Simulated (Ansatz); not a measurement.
# Ba on Mo(110): change of the work function, part 2 of 2

How does one ordered layer of Ba (hollow site) change the work function of Mo(110), and what dipole does each adsorbate carry?

Ansatz 0.2.0; plane-wave DFT, PBE, Ansatz PAW.

So far, work function, upper face (eV): step 2 (the clean slab) 4.60.

### 3. The covered slab

System of this step: Ba/Mo(110). The cell holds 17 atoms: 16 Mo and 1 Ba. Its edges and angles: a = 5.456 Å, b = 5.456 Å, c = 28.109 Å, α = 90.0°, β = 90.0°, γ = 70.5°. Vacuum lies along c.

The clean slab as it ended is repeated in the plane and the adsorbate is set on one face; the cell's size fixes the coverage, and the k-mesh shrinks with it to keep the sampling density about even. Adsorbate and upper layers relax, since the dipole depends on the height.

Contents of input.yaml:

```yaml
crystal:
  lattice:
    - [4.4547727214, -3.15, 0.0]
    - [4.4547727214, 3.15, 0.0]
    - [0.0, 0.0, 28.1090205233]
  atoms:
    - { symbol: Mo, position: [0.0, 0.0, 0.3201819143] }
    - { symbol: Mo, position: [0.25, 0.25, 0.3994228953] }
    - { symbol: Mo, position: [0.0, 0.0, 0.4794548468] }
    - { symbol: Mo, position: [0.25, 0.25, 0.5558058435] }
    - { symbol: Mo, position: [0.0, 0.5, 0.3201819143] }
    - { symbol: Mo, position: [0.25, 0.75, 0.3994228953] }
    - { symbol: Mo, position: [0.0, 0.5, 0.4794548468] }
    - { symbol: Mo, position: [0.25, 0.75, 0.5558058435] }
    - { symbol: Mo, position: [0.5, 0.0, 0.3201819143] }
    - { symbol: Mo, position: [0.75, 0.25, 0.3994228953] }
    - { symbol: Mo, position: [0.5, 0.0, 0.4794548468] }
    - { symbol: Mo, position: [0.75, 0.25, 0.5558058435] }
    - { symbol: Mo, position: [0.5, 0.5, 0.3201819143] }
    - { symbol: Mo, position: [0.75, 0.75, 0.3994228953] }
    - { symbol: Mo, position: [0.5, 0.5, 0.4794548468] }
    - { symbol: Mo, position: [0.75, 0.75, 0.5558058435] }
    - { symbol: Ba, position: [0.42, 0.42, 0.6798180857] }
kpoints:
  mp_grid: { grid: [6, 6, 1] }
hamiltonian:
  xc: pbe
scf:
  occupations: { method: fermi_dirac, width: 0.1 }
  convergence: { dr2_threshold: 1.0e-08 }
efield:
  axis: 3
  dipole_correction: true
  ramp_position: 0.97
  ramp_width: 0.06
relax:
  f_tol: 0.02
  max_steps: 60
  constraints: [{ sites: [0, 1, 4, 5, 8, 9, 12, 13] }]
output:
  dos: { projected: true, e_range: [-8, 4] }
  write_potential: true
  write_density: true
  volumetric_format: npy
  elf: true
```

Run with:

```sh
$ ansatz run input.yaml --threads 4 --pin off --max-ram 6144MiB --backend cpu --events-out ev --progress --plain --runs-dir out
```

What it wrote:

```text
[...]
Crystal: 17 atoms, lattice volume = 788.882 Å³
Basis set: ecut = 420 eV, 15441 PW (Γ), exchange–correlation on 80×80×384 points (8 copies of the dense FFT grid, shifted against one another)
Bands: 141, of which v1, the nominal top of the filled ones, is band 117 counted from 1 (116 counted from 0)
Symmetry: 2 space group operations
[...]
k-points: 13 of 36 (time reversal used)
[...]
SCF iter   1: F=—  HF=-85237.534500 eV  |F-HF|=—  |Δ(HF+E_count)|=         —  Δρ=7.69e-3  dr2=2.98e1  ethr=1.77e-3  p=0.548 e·Å  D=1.26e-1 V/Å  ΔV_dip=-3.53 eV  dr2_dipole=2.56e1  V_vac-E_F(+/−)=1.51/5.04 eV  ⟨swp⟩=12.5  Hψ=10629  notcnv=0
[...]
SCF iter  12: F=-85237.010351 eV  HF=-85237.010351 eV  |F-HF|=5.09e-10  |Δ(HF+E_count)|=   1.24e-8  Δρ=6.04e-7  dr2=9.61e-9  ethr=4.27e-12  p=0.331 e·Å  D=7.58e-2 V/Å  ΔV_dip=-2.13 eV  dr2_dipole=1.28e-9  V_vac-E_F(+/−)=2.53/4.66 eV  ⟨swp⟩=13.1  Hψ=14680  notcnv=0
SCF 1 converged in 12 iterations: F = -85237.010351 eV  dr2 = 9.61e-9
[...]
relax step   1: F+E_penalty+E_count = -85237.01035051 eV  Δ(F+E_penalty+E_count) = +0.000e0 eV  max|allowed force component| = 1.060e0 eV/Å  Δτ_max = 0.0000 Å  (12 SCF iters, accepted)
[...]
SCF iter  11: F=-85237.197801 eV  HF=-85237.197801 eV  |F-HF|=4.92e-9  |Δ(HF+E_count)|=   6.52e-9  Δρ=6.28e-7  dr2=9.95e-9  ethr=4.27e-12  p=0.348 e·Å  D=7.99e-2 V/Å  ΔV_dip=-2.25 eV  dr2_dipole=2.51e-10  V_vac-E_F(+/−)=2.41/4.66 eV  ⟨swp⟩=9.2  Hψ=14493  notcnv=0
SCF 2 converged in 11 iterations: F = -85237.197801 eV  dr2 = 9.95e-9
relax step   2: F+E_penalty+E_count = -85237.19780141 eV  Δ(F+E_penalty+E_count) = -1.875e-1 eV  max|allowed force component| = 9.985e-1 eV/Å  Δτ_max = 0.1717 Å  (11 SCF iters, accepted)
SCF iter   1: F=—  HF=-85237.435188 eV  |F-HF|=—  |Δ(HF+E_count)|=         —  Δρ=3.66e-3  dr2=1.11e0  ethr=1.39e-3  p=0.348 e·Å  D=7.99e-2 V/Å  ΔV_dip=-2.25 eV  dr2_dipole=1.80e-1  V_vac-E_F(+/−)=2.44/4.69 eV  ⟨swp⟩=5.5  Hψ=4410  notcnv=0
[...]
SCF iter  11: F=-85237.393065 eV  HF=-85237.393065 eV  |F-HF|=3.49e-10  |Δ(HF+E_count)|=   4.86e-9  Δρ=3.18e-7  dr2=2.28e-9  ethr=4.27e-12  p=0.372 e·Å  D=8.53e-2 V/Å  ΔV_dip=-2.40 eV  dr2_dipole=2.92e-10  V_vac-E_F(+/−)=2.25/4.65 eV  ⟨swp⟩=10.2  Hψ=11886  notcnv=0
SCF 3 converged in 11 iterations: F = -85237.393065 eV  dr2 = 2.28e-9
relax step   3: F+E_penalty+E_count = -85237.39306461 eV  Δ(F+E_penalty+E_count) = -1.953e-1 eV  max|allowed force component| = 6.845e-1 eV/Å  Δτ_max = 0.1951 Å  (11 SCF iters, accepted)
[...]
relax step   4: F+E_penalty+E_count = -85237.48461310 eV  Δ(F+E_penalty+E_count) = -9.155e-2 eV  max|allowed force component| = 1.478e-1 eV/Å  Δτ_max = 0.1993 Å  (10 SCF iters, accepted)
[...]
relax step   5: F+E_penalty+E_count = -85237.49589222 eV  Δ(F+E_penalty+E_count) = -1.128e-2 eV  max|allowed force component| = 7.688e-2 eV/Å  Δτ_max = 0.2000 Å  (11 SCF iters, accepted)
[...]
relax step   6: F+E_penalty+E_count = -85237.50964864 eV  Δ(F+E_penalty+E_count) = -1.376e-2 eV  max|allowed force component| = 8.281e-2 eV/Å  Δτ_max = 0.2000 Å  (10 SCF iters, accepted)
[...]
relax step   7: F+E_penalty+E_count = -85237.51727988 eV  Δ(F+E_penalty+E_count) = -7.631e-3 eV  max|allowed force component| = 2.192e-2 eV/Å  Δτ_max = 0.2000 Å  (10 SCF iters, accepted)
[...]
relax step   8: F+E_penalty+E_count = -85237.51918888 eV  Δ(F+E_penalty+E_count) = -1.909e-3 eV  max|allowed force component| = 2.944e-2 eV/Å  Δτ_max = 0.1937 Å  (10 SCF iters, accepted)
[...]
relax step   9: F+E_penalty+E_count = -85237.51924732 eV  Δ(F+E_penalty+E_count) = -5.844e-5 eV  max|allowed force component| = 2.041e-2 eV/Å  Δτ_max = 0.0147 Å  (8 SCF iters, accepted)
SCF iter   1: F=—  HF=-85237.518471 eV  |F-HF|=—  |Δ(HF+E_count)|=         —  Δρ=1.65e-4  dr2=1.80e-4  ethr=7.00e-7  p=0.397 e·Å  D=9.11e-2 V/Å  ΔV_dip=-2.56 eV  dr2_dipole=3.40e-6  V_vac-E_F(+/−)=2.08/4.64 eV  ⟨swp⟩=2.5  Hψ=3058  notcnv=0
[...]
SCF iter   6: F=-85237.519370 eV  HF=-85237.519370 eV  |F-HF|=1.88e-9  |Δ(HF+E_count)|=   1.78e-8  Δρ=5.37e-7  dr2=7.58e-9  ethr=4.27e-12  p=0.397 e·Å  D=9.11e-2 V/Å  ΔV_dip=-2.56 eV  dr2_dipole=1.56e-9  V_vac-E_F(+/−)=2.08/4.64 eV  ⟨swp⟩=11.2  Hψ=14674  notcnv=0
SCF 10 converged in 6 iterations: F = -85237.519370 eV  dr2 = 7.58e-9
relax step  10: F+E_penalty+E_count = -85237.51937005 eV  Δ(F+E_penalty+E_count) = -1.227e-4 eV  max|allowed force component| = 9.305e-4 eV/Å  Δτ_max = 0.0028 Å  (6 SCF iters, accepted)
NSCF: frozen V_eff on 13 k-points
[...]
WARN: The output density's exchange-correlation potential varies sharply where the density is thin. Do not read a vacuum level from v_tot or v_xc, or from such a field of the output density. On a cell that repeats whose density bears no net charge and no dipole along the vacuum's axis use v_es (v_loc + v_h of the components); under efield.dipole_correction with no amplitude use v_es + v_field, which holds any externa [...]
SCF converged after 6 iterations
Free energy (F): -85237.519370 eV
[...]
Internal energy: -85237.011880 eV  (E = F + TS)
E sigma→0 (E₀):  -85237.265625 eV
Entropy (-TS):   -0.507490 eV (-29.852 meV/atom)
Fermi energy:    5.208239 eV
Dipole field:    D = 0.091102 V/Å  (p = 0.397170 e·Å, saw-weighted, corrected)
Work function:   Φ+ = 2.0784 eV   Φ− = 4.6392 eV
[...]
--- Forces (eV/Å), atoms counted from 1 ---
  atom   1  Mo    -0.00002485     0.00000000     0.52314656
  atom   2  Mo    -0.01996192     0.00000000    -0.45965806
  atom   3  Mo     0.00059071     0.00000000    -0.00093046
  atom   4  Mo     0.00016239     0.00000000    -0.00002197
  atom   5  Mo     0.00000753    -0.00003798     0.48817852
  atom   6  Mo    -0.00030053    -0.01767238    -0.56474287
  atom   7  Mo     0.00006010    -0.00013103    -0.00022393
  atom   8  Mo    -0.00003140    -0.00020531     0.00009427
  atom   9  Mo     0.00000753     0.00003798     0.48817852
  atom  10  Mo    -0.00030053     0.01767238    -0.56474287
  atom  11  Mo     0.00006010     0.00013103    -0.00022393
  atom  12  Mo    -0.00003140     0.00020531     0.00009427
  atom  13  Mo     0.00003243     0.00000000     0.55008870
  atom  14  Mo     0.01929692     0.00000000    -0.45965914
  atom  15  Mo     0.00020227     0.00000000     0.00049205
  atom  16  Mo     0.00044021     0.00000000     0.00027637
  atom  17  Ba    -0.00019978     0.00000000    -0.00035050
  max |Σ_I F_I| component: 9.78e-6 eV/Å
--- Band table (eV; the first three rows and the last of 13) ---
  k-point 0: bands = [... 113 lower, 5.6252, 5.7967, 5.8246, 5.8486, 6.0948, 6.1308, 6.1689, 6.2981, ... 20 higher]
  k-point 1: bands = [... 113 lower, 5.4505, 5.5176, 5.7083, 5.7454, 5.7883, 5.9982, 6.0282, 6.1236, ... 20 higher]
  k-point 2: bands = [... 113 lower, 4.7233, 4.8292, 5.0182, 5.0696, 5.4098, 5.6049, 5.6779, 5.7635, ... 20 higher]
  k-point 12: bands = [... 113 lower, 4.3985, 4.5057, 4.5092, 4.5192, 4.5195, 4.6757, 4.6972, 5.0980, ... 20 higher]
--- Relaxed structure (10 steps of the walk, 10 accepted, 0 SCFs on fresh bases) ---
  F+E_penalty+E_count = -85237.51937005 eV   max|allowed force component| = 9.305e-4 eV/Å
  atoms:
    - { symbol: Mo, position: [0.0, 0.0, 0.320182] }
    - { symbol: Mo, position: [0.25, 0.25, 0.399423] }
    - { symbol: Mo, position: [-1.053452e-5, -1.053452e-5, 0.479459] }
    - { symbol: Mo, position: [0.252622, 0.252622, 0.557471] }
    - { symbol: Mo, position: [0.0, 0.5, 0.320182] }
    - { symbol: Mo, position: [0.25, 0.75, 0.399423] }
    - { symbol: Mo, position: [-8.114629e-6, 0.499987, 0.478965] }
    - { symbol: Mo, position: [0.245618, 0.754357, 0.556147] }
    - { symbol: Mo, position: [0.5, 0.0, 0.320182] }
    - { symbol: Mo, position: [0.75, 0.25, 0.399423] }
    - { symbol: Mo, position: [0.499987, -8.114629e-6, 0.478965] }
    - { symbol: Mo, position: [0.754357, 0.245618, 0.556147] }
    - { symbol: Mo, position: [0.5, 0.5, 0.320182] }
    - { symbol: Mo, position: [0.75, 0.75, 0.399423] }
    - { symbol: Mo, position: [0.499986, 0.499986, 0.479149] }
    - { symbol: Mo, position: [0.747350, 0.747350, 0.557462] }
    - { symbol: Ba, position: [0.500151, 0.500151, 0.657082] }
```

Wall time 4.9 min (4 threads of Intel Xeon Platinum 8488C (Sapphire Rapids), shared host); peak memory 3.1 GiB; 19 min of CPU time.

The steps of the relaxation:

| step | energy less that of the first step (eV) | largest force component (eV/Å) |
| --- | --- | --- |
| 1 | 0.0000 | 1.0603 |
| 2 | -0.1874 | 0.9985 |
| 3 | -0.3827 | 0.6845 |
| 4 | -0.4743 | 0.1478 |
| 5 | -0.4855 | 0.0769 |
| 6 | -0.4993 | 0.0828 |
| 7 | -0.5069 | 0.0219 |
| 8 | -0.5088 | 0.0294 |
| 9 | -0.5089 | 0.0204 |
| 10 | -0.5090 | 0.0009 |

The run keeps the 2 symmetry operations that the program found, so distortions that break them were not tested.

The atoms that moved most (Å):

| atom | dx | dy | dz | length |
| --- | --- | --- | --- | --- |
| Ba17 | 0.714 | 0.000 | -0.639 | 0.958 |
| Mo4 | 0.023 | 0.000 | 0.047 | 0.052 |
| Mo16 | -0.024 | 0.000 | 0.047 | 0.052 |
| Mo8 | 0.000 | 0.028 | 0.010 | 0.029 |
| Mo12 | 0.000 | -0.028 | 0.010 | 0.029 |
| Mo11 | 0.000 | 0.000 | -0.014 | 0.014 |
| Mo7 | 0.000 | 0.000 | -0.014 | 0.014 |
| Mo15 | 0.000 | 0.000 | -0.009 | 0.009 |

The relaxed structure:

```cif
data_structure
_symmetry_space_group_name_H-M 'P 1'
_symmetry_Int_Tables_number 1
_cell_length_a 5.4560
_cell_length_b 5.4560
_cell_length_c 28.1090
_cell_angle_alpha 90.000
_cell_angle_beta 90.000
_cell_angle_gamma 70.529
_cell_volume 788.88
loop_
_atom_site_label
_atom_site_type_symbol
_atom_site_fract_x
_atom_site_fract_y
_atom_site_fract_z
_atom_site_occupancy
Mo1 Mo 0.00000 0.00000 0.32018 1
Mo2 Mo 0.25000 0.25000 0.39942 1
Mo3 Mo 0.99999 0.99999 0.47946 1
Mo4 Mo 0.25262 0.25262 0.55747 1
Mo5 Mo 0.00000 0.50000 0.32018 1
Mo6 Mo 0.25000 0.75000 0.39942 1
Mo7 Mo 0.99999 0.49999 0.47896 1
Mo8 Mo 0.24562 0.75436 0.55615 1
Mo9 Mo 0.50000 0.00000 0.32018 1
Mo10 Mo 0.75000 0.25000 0.39942 1
Mo11 Mo 0.49999 0.99999 0.47896 1
Mo12 Mo 0.75436 0.24562 0.55615 1
Mo13 Mo 0.50000 0.50000 0.32018 1
Mo14 Mo 0.75000 0.75000 0.39942 1
Mo15 Mo 0.49999 0.49999 0.47915 1
Mo16 Mo 0.74735 0.74735 0.55746 1
Ba17 Ba 0.50015 0.50015 0.65708 1
```

Read from the output:

```yaml
energy_at_zero_smearing: -85237.2656 eV
work_function_upper_face: 2.078 eV
work_function_lower_face: 4.639 eV
dipole_along_the_normal: 0.3972 e·Å
step_between_the_vacuum_levels: -2.561 eV
```

Running mean over 2.227 Å of the planar mean; the ramp of the sawtooth is left out. Table of electron's electrostatic potential energy less the Fermi level by z:

| z (Å) | electron's electrostatic potential energy less the Fermi level (eV) |
| --- | --- |
| 4 | 4.64 |
| 5 | 4.63 |
| 6 | 4.50 |
| 7 | 3.16 |
| 8 | -6.00 |
| 9 | -12.4 |
| 10 | -12.7 |
| 11 | -12.9 |
| 12 | -12.8 |
| 13 | -12.8 |
| 14 | -13.1 |
| 15 | -13.0 |
| 16 | -11.6 |
| 17 | -3.64 |
| 18 | -1.66 |
| 19 | -2.11 |
| 20 | 0.227 |
| 21 | 1.67 |
| 22 | 1.98 |
| 23 | 2.06 |
| 24 | 2.07 |
| 25 | 2.08 |

The density of states has structure finer than the step of the table below, so its rows give means over 0.2 eV. Peaks (eV: height): -2.89: 29.5, -2.71: 34.6, -2.44: 29.8, -2.02: 30.3, -1.86: 29.4, -1.53: 33.3, 1.05: 29.5.

Table of density of states by energy, zero at the Fermi level; means over each step:

energy (eV), density of states (states/eV a cell) and a bar:
```
     -7.0        0.0 
     -6.8        0.0 
     -6.6        0.8 #
     -6.4        0.9 #
     -6.2        0.9 #
     -6.0        1.0 #
     -5.8        1.1 #
     -5.6        1.2 #
     -5.4        2.5 ###
     -5.2        2.5 ###
     -5.0        6.3 #######
     -4.8       14.5 ################
     -4.6       16.2 ##################
     -4.4       18.1 ####################
     -4.2       16.3 ##################
     -4.0       17.4 ###################
     -3.8       24.9 ############################
     -3.6       23.3 ##########################
     -3.4       16.6 ##################
     -3.2       21.5 ########################
     -3.0       22.9 #########################
     -2.8       24.9 ############################
     -2.6       22.5 #########################
     -2.4       19.7 ######################
     -2.2       22.5 #########################
     -2.0       20.0 ######################
     -1.8       24.9 ###########################
     -1.6       27.1 ##############################
     -1.4       22.7 #########################
     -1.2       19.0 #####################
     -1.0       15.6 #################
     -0.8       13.6 ###############
     -0.6       15.8 #################
     -0.4       13.1 ###############
     -0.2       14.5 ################
      0.0       14.9 ################
      0.2       18.8 #####################
      0.4       19.8 ######################
      0.6       21.2 #######################
      0.8       24.4 ###########################
      1.0       27.2 ##############################
```

Projected DOS per atom over height of the atomic layer and energy from the Fermi level. Layers: Mo4 Mo4 Mo4 Mo4 Ba from below.

Ten even steps from '_' (0.00 states/eV) to '@' (1.92 states/eV), each cell a mean:
```
######**..
##++==**::
**----**--
++::::++..
**::::++::
##----**..
@@++++@@..
##++++%%::
##++++##__
##%%%%##__
==####++__
########__
==####++__
::####--__
..++++..__
__....____
__________
__________
__________
__________
__________
__________
```
Columns: height of the atomic layer (Å) from 9 to 18.5 (not evenly spaced); rows upwards: energy from the Fermi level (eV) from -7.96 to 1.15.

Valence density in the ca plane at fractional y = 0.500, with atoms of Mo and Ba within 0.2 Å of it. It is the smooth field of the valence electrons, not physical close to the nuclei.

Ten steps, logarithmic in the rise over the least value, from '0' (0.0 e/Å³) to '9' (6.5 e/Å³), each cell a mean:
```
99743333346999753333221100000000000000000000
87533333335787643333321110000000000000000000
54333343333455433343322111110000000000000000
43333343333344333344322222322100000000000000
55433333333455433333322245554210000000000000
87533333335788643333322356665310000000000000
99743333346999853333323466566421000000000000
99743333347999853333223565356521000000000000
98643333346899743333322466666420000000000000
76433333334676533333322345664310000000000000
44333343333444333343322233432100000000000000
44333343333444333343322111111000000000000000
76433333334676533333321110000000000000000000
98643333346899743333221100000000000000000000
99743333347999853333221100000000000000000000
```
Columns run along c (16.0 Å, from fractional 0.32 to 0.89 of the cell), rows up along a (5.5 Å). Atoms in or near the plane, at fractional coordinates: Mo at (0.48, 0.00), Mo at (0.48, 0.50), Ba at (0.66, 0.50).

ELF in the ca plane at fractional y = 0.500, with atoms of Mo and Ba within 0.2 Å of it. It is the smooth field of the valence electrons, not physical close to the nuclei.

Ten even steps from '0' (0.00) to '9' (0.86), each cell a mean:
```
68534434435867634433444432111111111000000000
76334333432677324333445421000001111000000000
43344333443343244333455310110000111100000000
33444333454333354333454223553210111110000000
43344333443343244333453258998521111110000000
86334333432687424333442499899841111110000000
68534434435867633434432694149952111110000000
47534434436846733444432682029952111111000000
87434333434788524433442597479842111110000000
64234333432465234333452379999631111110000000
33344333454333344333454236776311111110000000
33344333453333344333455211221100111100000000
64234333432465334333455420000001111100000000
87434333434788524433445432100011111000000000
47534434436846734444444443211111111000000000
```
Columns run along c (16.0 Å, from fractional 0.32 to 0.89 of the cell), rows up along a (5.5 Å). Atoms in or near the plane, at fractional coordinates: Mo at (0.48, 0.00), Mo at (0.48, 0.50), Ba at (0.66, 0.50).

Electrostatic potential energy in the ca plane at fractional y = 0.500, with atoms of Mo and Ba within 0.2 Å of it. With pseudopotentials it is smooth inside the atoms' cores, unlike the true potential.

Ten even steps from '0' (-62 eV) to '9' (8 eV), each cell a mean:
```
00589999985000379999999999999999999999999999
24799999997423689999999999999999999999999999
78999999999877899999999999999999999999999999
89999989999989999999999998889999999999999999
78999999999877899999999986668999999999999999
24799999997423689999999864446899999999999999
00589999985000379999999743334799999999999999
00489999984000279999999743234789999999999999
02689999986201489999999753335799999999999999
56899999998656799999999875557899999999999999
88999999999888999999999988788999999999999999
88999999999888999999999999999999999999999999
56899999998655799999999999999999999999999999
02689999986201489999999999999999999999999999
00489999984000279999999999999999999999999999
```
Columns run along c (16.0 Å, from fractional 0.32 to 0.89 of the cell; values clipped at the 3rd and 97th percentile), rows up along a (5.5 Å). Atoms in or near the plane, at fractional coordinates: Mo at (0.48, 0.00), Mo at (0.48, 0.50), Ba at (0.66, 0.50).

The relaxation took 10 steps and lowered the energy by 0.51 eV; the largest force on the free atoms ends at 9.3e-4 eV/Å.

By hand: a sheet of dipoles makes a step −p/(ε₀A) in the electron's potential. With e/ε₀ = 180.95 V·Å, p = 0.3972 e·Å and A = 28.07 Å², that is −180.95 × (0.3972) / 28.07 = -2.561 eV, and the two vacuum levels of the run differ by -2.561 eV.

The covered face has 2.08 eV, -2.52 eV against the clean one; the bare back face has moved by -0.06 eV, a measure of how thin the slab is.

### 4. Work function against coverage

This step: plane-wave DFT, PBE, Ansatz PAW; work function against coverage (Ansatz 0.2.0).

The runs are now put side by side.

This step gave:

* work function of the clean face: 4.598 eV
* largest change of the work function: -2.520 eV

Table of work function of the covered face by coverage:

| coverage (adsorbates/nm²) | work function of the covered face (eV) |
| --- | --- |
| 0.00 | 4.60 |
| 3.56 | 2.08 |

The dipole per adsorbate comes from the change of the cell's dipole. Coverage, by row:

| coverage (1/nm²) | coverage (ML) | work function (eV) | change (eV) | dipole per adsorbate, positive end outwards (debye) | mean height of the added atoms over the highest substrate atom (Å) |
| --- | --- | --- | --- | --- | --- |
| 3.563 | 0.25 | 2.078 | -2.52 | 1.835 | 2.8 |

### 5. Outcome

- work function of the clean face: 4.60 eV
- work function at 0.25 ML: 2.08 eV
- dipole per adsorbate at 0.25 ML, positive end outwards: 1.83 D

**Reading.** Ba lowers the work function of Mo(110) at the lowest coverage, by 2.52 eV: the adsorbate layer has its positive end outwards. One coverage alone was completed, so no trend follows. The slab has 4 layers, at the tabulated experimental lattice constant, one starting site was run, and quantum-size effects of a slab this thin can reach one or two tenths of an eV.

[Long decimals in the printed logs are rounded to 6 places.]

[Logs are printed without paths, hosts, clocks, repeated set-up lines and the standing remarks that a program may print on its own settings, such as how far it seeks lower states.]

[Hosts, paths, dates, database ids (printed as entryN), source tags and the programs' standing remarks are cut or masked in the printed files.]

[Maps of the electrostatic potential energy from Ansatz leave out the sawtooth potential of an applied field or a dipole correction, so their vacuum need not be flat; planar profiles and work functions include it.]

[The density of states shown here was stored with 400 of the rows of the run's finer table, so its peaks can read low, often by over a quarter, or be missed, and its means over a window can be off by a tenth or more.]
